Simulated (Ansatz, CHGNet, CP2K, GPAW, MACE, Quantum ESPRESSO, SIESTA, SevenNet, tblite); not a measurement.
# SIESTA runs on random rutile alloy of IrO2 and SiO2 (96 atoms), part 2 of 2

Aim: run random rutile alloy of IrO2 and SiO2 (96 atoms) in SIESTA and see how near its forces come to a plane-wave reference, and at what cost.

Program: SIESTA 5.4.2; the method stands at each step. Banners, paths, timers and routine set-up lines are dropped from the logs unmarked, and long logs keep their key lines alone; longer cuts are marked. The potentials were converted by us to PSML.

So far. Step 2 (PBE, DZP, shift 0.01 Ry, mesh 500 Ry): Forces lie 5.4 % from the reference's, at 0.50 times its CPU time. Step 3 (PBE, SZ, shift 0.01 Ry, mesh 500 Ry): Against the first run (5.4 %), the force difference from the reference is 38 %, at 0.26 times the CPU time (on 1 against 4 cores), with 480 basis functions against 1344: the smaller basis costs accuracy.

## (4) PBE, DZ, shift 0.01 Ry, mesh 500 Ry

Method: Kohn-Sham DFT, PBE, PseudoDojo 0.4.1 norm-conserving pseudopotentials (converted to PSML), numerical atomic orbitals (DZ), diagonalisation.

input.fdf reads:

```
SystemLabel cell
NumberOfAtoms 96
NumberOfSpecies 3
%block ChemicalSpeciesLabel
  1 14 Si
  2 8 O
  3 77 Ir
%endblock ChemicalSpeciesLabel
LatticeConstant 1.0 Ang
%block LatticeVectors
  8.67700 0.00000 0.00000
  0.00000 8.67700 0.00000
  0.00000 0.00000 11.63800
%endblock LatticeVectors
PAO.BasisSize DZ
PAO.EnergyShift 0.01 Ry
XC.Functional GGA
XC.Authors PBE
MeshCutoff 500 Ry
%block kgrid_Monkhorst_Pack
  1 0 0 0.0
  0 1 0 0.0
  0 0 1 0.0
%endblock kgrid_Monkhorst_Pack
SolutionMethod diagon
OccupationFunction FD
ElectronicTemperature 580 K
SCF.Mixer.Method Pulay
SCF.Mixer.Weight 0.05
SCF.Mixer.History 8
SCF.Mix Hamiltonian
MaxSCFIterations 300
SCF.DM.Tolerance 1e-04
SCF.H.Tolerance 1.0e-3 eV
WriteForces T
Write.HirshfeldPop T
Write.VoronoiPop T
Write.DM F
Write.H F
XML.Write F
AtomicCoordinatesFormat Fractional
%block AtomicCoordinatesAndAtomicSpecies
[... 96 atom lines left out: the same atoms as in the first run ...]
%endblock AtomicCoordinatesAndAtomicSpecies
```

Started as:

```
OMP_NUM_THREADS=1 mpirun -np 2 siesta < input.fdf > output.txt
```

Output:

```text
Version         : 5.4.2
reinit: System Name:
reinit: System Label: cell
initatom: Reading input for the pseudopotentials and atomic orbitals ----------
Species number:   1 Atomic number:   14 Label: Si
Species number:   2 Atomic number:    8 Label: O
Species number:   3 Atomic number:   77 Label: Ir
Ground state valence configuration (from tables):   3s02  3p02  3d00  4f00
Ground state valence configuration (from tables):   2s02  2p04  3d00  4f00
Ground state valence configuration (from tables):   6s02  6p00  5d07  5f00
---- Processing specs for species: Si
GGA--PBE XC_GGA_X_PBE--XC_GGA_C_PBE pb
---- Processing specs for species: O
GGA--PBE XC_GGA_X_PBE--XC_GGA_C_PBE pb
---- Processing specs for species: Ir
GGA--PBE XC_GGA_X_PBE--XC_GGA_C_PBE pb
[... lines left out ...]
Total number of electrons:   720.000000
[... lines left out ...]
stepf: Fermi-Dirac step function
        iscf     Eharris(eV)        E_KS(eV)     FreeEng(eV)     dDmax    Ef(eV) dHmax(eV)
[... lines left out ...]
SCF Convergence by DM+H criterion
[... lines left out ...]
SCF cycle converged after 28 iterations
[... lines left out ...]
   Max   19.854081
[... lines left out ...]
   Max   19.854081    constrained
Stress tensor Voigt[x,y,z,yz,xz,xy] (kbar):     -386.82     -385.25     -648.24       24.16      -12.70      -31.73
[... lines left out ...]
siesta: FreeEng =    -80640.324651
siesta: Final energy (eV):
siesta:  Band Struct. =  -15482.720159
siesta:       Kinetic =   34829.529589
siesta:       Hartree =   22541.816656
siesta:         Exch. =  -16470.451316
siesta:         Corr. =   -1145.089050
siesta:   Exch.-corr. =  -17615.540366
siesta:  Ion-electron =  -79571.780425
siesta:       Ion-ion =  -40824.086245
siesta:         Total =  -80640.060791
siesta:         Fermi =      -3.064372
siesta: Stress tensor (static) (eV/Ang**3):
siesta:    -0.241432   -0.019807   -0.007925
siesta:    -0.019807   -0.240452    0.015077
siesta:    -0.007925    0.015077   -0.404597
siesta: Cell volume =        876.228849 Ang**3
siesta: Pressure (static):
siesta:                Solid            Molecule  Units
siesta:           0.00321833          0.00143445  Ry/Bohr**3
siesta:           0.29549389          0.13170532  eV/Ang**3
siesta:         473.43340290        211.01518037  kBar
    Orbital volume contribution        =          21.930989 eV
    (Free)E + p_basis*V_orbitals       =      -80618.393662 eV
    (Free)Eharris+ p_basis*V_orbitals  =      -80618.393672 eV
Hirshfeld Atomic Populations:
Atom #   charge [q] valence [e]  Species
     1     0.374203    3.625797  Si
     2     0.364536    3.635464  Si
     3    -0.205266    6.205266  O
     4    -0.269300    6.269300  O
     5    -0.200655    6.200655  O
[...]
7     0.573729   16.426271  Ir
     8     0.570735   16.429265  Ir
[...]
13     0.634832   16.365168  Ir
[...]
19     0.336572    3.663428  Si
[...]
--------------------
 Total    -0.000040
Voronoi Atomic Populations:
Atom #   charge [q] valence [e]  Species
[...]
85     0.655154   16.344846  Ir
    86     0.483246    3.516754  Si
[...]
91     0.457168    3.542832  Si
    92     0.672206   16.327794  Ir
[...]
95    -0.228071    6.228071  O
    96    -0.271242    6.271242  O
--------------------
 Total    -0.000040
```

The job ended after 1.9 min (2 MPI ranks of Arm Neoverse V2, shared host; peak memory 1.3 GiB; 3.7 min of CPU time).

Numbers from this run, and their distance from the reference:

- r.m.s. force component: 4.53 eV/Å
- r.m.s. difference of force components: 814.5 meV/Å
- longest difference of force vectors: 3085 meV/Å
- force difference over r.m.s. force: 20.49 %
- slope of forces against the reference's: 1.129
- correlation of force components: 0.9901
- pressure: 47.34 GPa
- pressure difference: 12.22 GPa

This is a coarse setting, run to see what it loses.

Against the first run (5.4 %), the force difference from the reference is 20 %, at 0.41 times the CPU time (on 2 against 4 cores), with 896 basis functions against 1344: the smaller basis costs accuracy.

## (5) Another try, on a changed input

Changes to input.fdf since step 4:

```diff
@@ -14,6 +14,6 @@
 %endblock LatticeVectors
-PAO.BasisSize DZ
+PAO.BasisSize DZP
 PAO.EnergyShift 0.01 Ry
 XC.Functional GGA
-XC.Authors PBE
+XC.Authors PBE96
 MeshCutoff 500 Ry
@@ -31,3 +31,3 @@
 SCF.Mix Hamiltonian
-MaxSCFIterations 300
+MaxSCFIterations 60
 SCF.DM.Tolerance 1e-04
```

Started as:

```
OMP_NUM_THREADS=1 mpirun -np 4 siesta < input.fdf > output.txt
```

Output:

```text
Version         : 5.4.2
reinit: System Name:
reinit: System Label: cell
initatom: Reading input for the pseudopotentials and atomic orbitals ----------
Species number:   1 Atomic number:   14 Label: Si
Species number:   2 Atomic number:    8 Label: O
Species number:   3 Atomic number:   77 Label: Ir
Ground state valence configuration (from tables):   3s02  3p02  3d00  4f00
Ground state valence configuration (from tables):   2s02  2p04  3d00  4f00
Ground state valence configuration (from tables):   6s02  6p00  5d07  5f00
---- Processing specs for species: Si
GGA--PBE XC_GGA_X_PBE--XC_GGA_C_PBE pb
---- Processing specs for species: O
GGA--PBE XC_GGA_X_PBE--XC_GGA_C_PBE pb
---- Processing specs for species: Ir
GGA--PBE XC_GGA_X_PBE--XC_GGA_C_PBE pb
Semicore shell(s) with  8 electrons included in the valence for Ir
Semicore shell(s): 5s 5p
Fallback to non-perturbative polarization scheme for Ir
Please see the manual if this is not desired in principle
Si pseudopotential only contains V_ls up to l=2 -- lmxkb reset.
O pseudopotential only contains V_ls up to l=2 -- lmxkb reset.
Using PAO.SplitTailNorm
atom: Called for Si                    (Z =  14)
Maximum radius (at nrval) set to   50.00000 8518
read_vps: Pseudopotential generation method:
read_vps: ONCVPSP-3.Hamann oncvpsp
Valence charge in pseudo generation:    4.00000
read_vps: Pseudopotential includes a core correction:
read_vps: Pseudo-core for xc-correction
xc_check: Exchange-correlation functional:
xc_check: GGA PBE96
xc_check: WARNING: Pseudopotential generated with GGA PBE functional
GGAXC: Unknown author PBE96
GGAXC: Unknown author PBE96
Stopping Program from Node:    0
Stopping Program from Node:    0
```

Run time: 0.56 s. Hardware: 4 MPI ranks; peak memory 0.41 GiB.

The program stopped at the start. The fault in the input: an unknown functional (functional PBE96).

## (6) Side by side

Differences are against the plane-wave reference, forces as r.m.s. over components; share is that over the reference's r.m.s. force, slope the least-squares factor from reference forces to these. Total energies of different programs have different zeros and aren't compared.

| run | Δ force, r.m.s. (meV/Å) | share (%) | slope | Δ pressure (GPa) | cores | CPU time | memory (GiB) |
| --- | --- | --- | --- | --- | --- | --- | --- |
| reference | - | - | - | - | 4 | 18 min | 3.4 |
| SIESTA PBE, DZP, shift 0.01 Ry, mesh 500 Ry | 215 | 5.42 | 1.042 | 5.51 | 4 | 9.1 min | 2.4 |
| SIESTA PBE, SZ, shift 0.01 Ry, mesh 500 Ry (coarse) | 1511 | 38.0 | 1.186 | 16.0 | 1 | 2.4 min | 0.84 |
| SIESTA PBE, DZ, shift 0.01 Ry, mesh 500 Ry (coarse) | 815 | 20.5 | 1.129 | 12.2 | 2 | 3.7 min | 1.3 |

Rows marked coarse were listed beforehand as settings not expected to be converged; some can still land near the reference.

CPU time is summed over cores on a shared host, where runs went side by side, so it is rough. Symmetry, cutoffs, thresholds, outputs and thread counts weren't matched or tuned between programs; memory under MPI is the largest rank's times the ranks.

## (7) Outcome

| Property | Result |
| --- | --- |
| nearest in forces | SIESTA PBE, DZP, shift 0.01 Ry, mesh 500 Ry, 5.4 % |
| its CPU time | 9.1 min |

What this shows: The PBE run in local orbitals, coarse settings apart, differs by 5.4 % (SIESTA PBE, DZP, shift 0.01 Ry, mesh 500 Ry); basis, grid and potentials can all enter. Runs with settings chosen to be coarse differ by 20 % (SIESTA PBE, DZ, shift 0.01 Ry, mesh 500 Ry) to 38 % (SIESTA PBE, SZ, shift 0.01 Ry, mesh 500 Ry), their programs' other errors included. Of the electronic-structure runs that take under half the reference's CPU time, SIESTA PBE, DZ, shift 0.01 Ry, mesh 500 Ry comes nearest, at 20 % in 3.7 min against 18 min; its pressure misses by +12.2 GPa. SIESTA PBE, SZ, shift 0.01 Ry, mesh 500 Ry stiffens the forces by a factor of 1.19 while following their directions (correlation 0.963); the slopes of the 3 SIESTA runs lie between 1.04 and 1.19. In pressure, SIESTA PBE, SZ, shift 0.01 Ry, mesh 500 Ry misses by +16.0 GPa, at the same functional. The potentials hold different valence shells: 688 electrons in the reference, 720 in SIESTA; this bears on time and differences. The reference's pressure holds the uncorrected Pulay stress of its 60 Ry basis, so small pressure differences, and their order, may be the reference's own error. The reference's stress is far from hydrostatic: its diagonal is 30.5, 30.9, 44.0 GPa, compression counted positive. The host structure and its lattice constant were typed by rule, without a check against the phase diagram. The reference's pressure of 35 GPa belongs to a cell and atoms that aren't relaxed at this level. The runs have no spin polarisation, so any moments at edges, vacancies or dangling bonds can't form. The electronic-structure runs sample only Γ, in a cell whose shortest periodic width is 9 Å, which is coarse for a cell with partly filled levels. Spin–orbit coupling is left out, which matters for the levels of the heavy elements.

[Also dropped from logs without a mark: logging warnings of Python, and SIESTA's first energy breakdown and zero terms.]

[Logs are printed without paths, hosts, clocks, repeated set-up lines and the standing remarks that a program may print on its own settings, such as how far it seeks lower states.]

[Hosts, paths, dates, database ids (printed as entryN), source tags and the programs' standing remarks are cut or masked in the printed files.]
